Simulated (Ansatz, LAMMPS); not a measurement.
# Elastic response of glassy 63SiO2-22Al2O3-15ZnO (mol %) (89 atoms): runs compared

How stiff is glassy 63SiO2-22Al2O3-15ZnO (mol %) (89 atoms), and how do its levels respond to strain?

Computed with Ansatz 0.2.0: Kohn-Sham DFT, RPBE, PAW (set soft_1), plane waves.

## (1) The cell as built

The cell holds 89 atoms: 17 Si, 12 Al, 4 Zn and 56 O. Its edges and angles: a = 10.358 Å, b = 10.358 Å, c = 10.358 Å, α = 90.0°, β = 90.0°, γ = 90.0°. 89 atoms (17 Si, 12 Al, 4 Zn, 56 O) placed at random at 2.7 g/cm³, melted at 4000 K for 10 ps at fixed volume with the Morse and Coulomb pair potential with partial charges (Pedone, Malavasi, Menziani, Cormack and Segre, J. Phys. Chem. B 110, 11780 (2006)). Quenched from 4000 K to 300 K at 20 K/ps and fixed volume, held 10 ps at zero pressure, then minimised at fixed cell.

Limits known from the start: The quench rate of 20 K/ps far exceeds what a furnace or splat quench reaches, so expect more defects and frozen-in strain than in a real sample. The starting topology of bonds comes from the classical model, and needn't be the one that DFT or experiment would give. Sampling is at Γ alone.

## (2) The reference run

The reference is a single point at the end of the relaxation.

Every strained cell starts from the geometry of this run, and its atoms are relaxed with the cell held.

Its input, with most atom lines left out:

```yaml
crystal:
  lattice:
    - [11.0813, -0.50694, 0.29949]
    - [-0.50694, 10.91955, -0.32099]
    - [0.29949, -0.32099, 10.62783]
  atoms:
    - { symbol: Si, position: [0.12377, 0.76275, 0.88146] }
    - { symbol: Si, position: [0.934, 0.432, 0.87479] }
    - { symbol: Si, position: [0.35694, 0.90359, 0.42364] }
    - { symbol: Si, position: [0.85574, 0.63707, 0.39066] }
    - { symbol: Si, position: [0.85251, 0.76799, 0.98219] }
    - { symbol: Si, position: [0.36207, 0.18483, 0.33222] }
    - { symbol: Si, position: [0.31204, 0.84799, 0.69431] }
    [... atom lines 8 to 89 left out ...]
kpoints:
  mp_grid: { grid: [1, 1, 1] }
hamiltonian:
  xc: rpbe
  pseudopotentials: { kind: paw, azcp: { folder: soft_1 } }
scf:
  occupations: { method: fixed }
output:
  forces: true
  stress: true
  populations: intrinsic
  dos:
    method: { smearing: { sigma: 0.08 } }
    de: 0.1
    projected: { site_lists: { Al: [Al], O: [O], Si: [Si], Zn: [Zn] } }
  eigenvalues: true
  write_density: true
  write_potential: true
  volumetric_format: npy
```

| Item | Value |
| --- | --- |
| free energy per atom | -703.5149 eV/atom |
| r.m.s. force component | 0.00959 eV/Å |
| pressure | 0.01267 GPa |

Filled and empty levels are parted by 2.69 eV (at Γ alone); a semilocal functional tends to put such gaps too low. In a disordered cell it changes from sample to sample, and tail or defect levels can set it.

## (3) The runs

Each row is one run, on 4 threads of Arm Neoverse V1, shared host. The free energy is the program's total, comparable only between runs with the same functional, potentials and atoms.

```csv
run,atoms,outcome,"ionic steps, all passes",free energy (eV),time,host memory (GiB)
Single point at the start,89,converged,-,-62605.460,15 s,1.3
Cell and atoms relaxed,89,converged,36,-62612.826,7.1 min,1.5
Single point at the relaxed geometry,89,converged,-,-62612.826,31 s,1.6
Volume -3 %,89,converged,16,-62612.618,4.2 min,1.6
Volume +3 %,89,converged,5,-62612.605,84 s,1.6
Volume -6 %,89,converged,14,-62611.974,3.5 min,1.5
Volume +6 %,89,converged,7,-62611.968,2.2 min,1.7
Volume -10 %,89,converged,15,-62610.603,3.9 min,1.5
Stretched by 1 % along x,89,converged,5,-62612.788,86 s,1.6
Compressed by 1 % along x,89,converged,5,-62612.786,85 s,1.6
Sheared by 2 % in xy,89,converged,5,-62612.771,91 s,1.6
```

In some runs the program notes that the exchange-correlation potential is rough where the density is thin and the SCF threshold is loose for the stress.

## (4) Pressure against volume

Atoms are relaxed at each volume, in the scaled cell.

```
volume change (%)  volume (Å³/atom)  energy change (meV/atom)  pressure (GPa)  largest move on relaxing (Å)  bonds  gap (eV)
              -10            12.956                     24.98            5.06                          0.86    133                3.04
               -6            13.532                      9.58            3.64                          0.48    132                2.81
               -3            13.964                      2.34            1.71                          0.42    131                2.72
               +0            14.396                      0.00            0.01                             -    130                2.69
               +3            14.828                      2.48           -1.82                          0.10    130                2.58
               +6            15.260                      9.64           -3.54                          0.17    130                2.46
```

## (5) Uniaxial strain and shear

Stress (GPa, compression positive) less that of the relaxed cell, atoms relaxed:

```
                   strain      xx      yy      zz      xy  energy change (meV/atom)
 stretched by 1 % along x  -1.051  -0.394  -0.400  -0.101                      0.43
compressed by 1 % along x   1.038   0.429   0.419   0.072                      0.45
     sheared by 2 % in xy  -0.172  -0.146  -0.109  -0.674                      0.62
```

## (6) What came out

The bulk modulus, from the slope of pressure against ln V over the three points nearest the relaxed volume, is 58.9 GPa; between neighbouring points the slope runs 33, 61, 56, 62 and 60 GPa from the smallest volume up, without a steady fall, so no pressure derivative is given, and the cell yields more easily when compressed beyond -6 %. The count of bonds runs from 130 to 133 over the series, so at some points contacts cross the cutoffs. At -10 % some atom moved by over 0.5 Å on relaxing, so that point may sit in another local minimum. The gap goes from 3.04 eV at the smallest volume to 2.46 eV at the largest, -3.2 eV per unit of ln V by a straight line, on the run's k-points. In the Cartesian axes of the cell, finite differences give C11 = 104, C12 = 41.1, C13 = 41.0 and C66 = 33.7 GPa (the shear of 2 % is the engineering strain, εxy = 0.01). The mean of C11, C12 and C13, which equals the bulk modulus in a cubic or isotropic solid, is 62.2 GPa: it agrees with the bulk modulus within 10 %. For an isotropic solid C66 would equal (C11 − C12)/2 = 31.7 GPa; so small a sample needn't be isotropic, and C66 rests on one shear. With the bulk modulus and C66 as K and G, Young's modulus would be about 85 GPa and Poisson's ratio 0.26.

**Limits.** Strains are finite and relaxations stop at the force tolerance of the input, which can leave moduli too stiff; they are those of a static cell at zero temperature. Volumes are changed with the cell's shape held, so in an anisotropic solid the modulus lies over the one under free hydrostatic load. The program notes that the SCF threshold of the relaxations is loose for the stress.

The DFT runs together took 27 min of wall time.

[Logs are printed without paths, hosts, clocks, repeated set-up lines and the standing remarks that a program may print on its own settings, such as how far it seeks lower states.]

[Hosts, paths, dates, database ids (printed as entryN), source tags and the programs' standing remarks are cut or masked in the printed files.]
